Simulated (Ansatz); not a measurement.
Consider SrWO4 (I4_1/a).

```
Sr W O
1.0
    -2.72011    2.72011    5.96993
     2.72011   -2.72011    5.96993
     2.72011    2.72011   -5.96993
Sr W O
2 2 8
Direct
  0.75000 0.25000 0.50000
  0.00000 0.00000 0.00000
  0.25000 0.75000 0.50000
  0.50000 0.50000 0.00000
  0.44084 0.81857 0.09340
  0.56857 0.97518 0.87773
  0.09744 0.69084 0.12227
  0.72518 0.34744 0.90660
  0.02482 0.90256 0.59340
  0.65256 0.55916 0.37773
  0.18143 0.27482 0.62227
  0.30916 0.43143 0.40660
```

The cell and positions are those that the Materials Project relaxed with its own functionals (PBE, PBE+U or r2SCAN), kept fixed. Spin-orbit coupling is left out unless a run names it. PAW set soft_2, made with PBE.

Gaps computed with Ansatz 0.2.0 without a self-energy: HSE06 5.96 eV, r2SCAN 4.86 eV and PBE0 6.74 eV.

Estimate the G0W0@HSE06 gap with 4×4×4 mesh, 968 empty bands, screening to 180 eV, default PAW files.

About 7.15 eV: on its mesh the run moves the gap from 5.96 eV by +1.19 eV. Among the scalar-relativistic levels given, PBE0 is nearest (−0.41 eV). Bands and cutoff are finite, so the gap stands short of the basis limit, usually by up to a few tenths of an eV; the mesh is an error of its own. The many-body steps are scalar-relativistic: spin-orbit coupling is not in them.

[Long decimals in the printed logs are rounded to 6 places.]

[Logs are printed without paths, hosts, clocks, repeated set-up lines and the standing remarks that a program may print on its own settings, such as how far it seeks lower states.]

[Paths, hosts, dates, memory and timing lines, banners, echoed tables and standing remarks are left out of the program output; an Ansatz launch command may be rebuilt from the run's recorded settings. Measured values are a selection of at most five: reports struck by readers or far from the other reports are left out. None is set beside runs whose start may be inverted or whose files or cutoffs have a known fault.]

[Runs of the session that timed out or met a known fault of the program may be left out.]

[Cells called generated may have been cut or substituted from an entry of the Crystallography Open Database or the Materials Project.]

[Hosts, paths, dates, database ids (printed as entryN), source tags and the programs' standing remarks are cut or masked in the printed files.]

[Where the starting crystal was built by hand or by swapping elements, it need not be the compound's stable phase.]
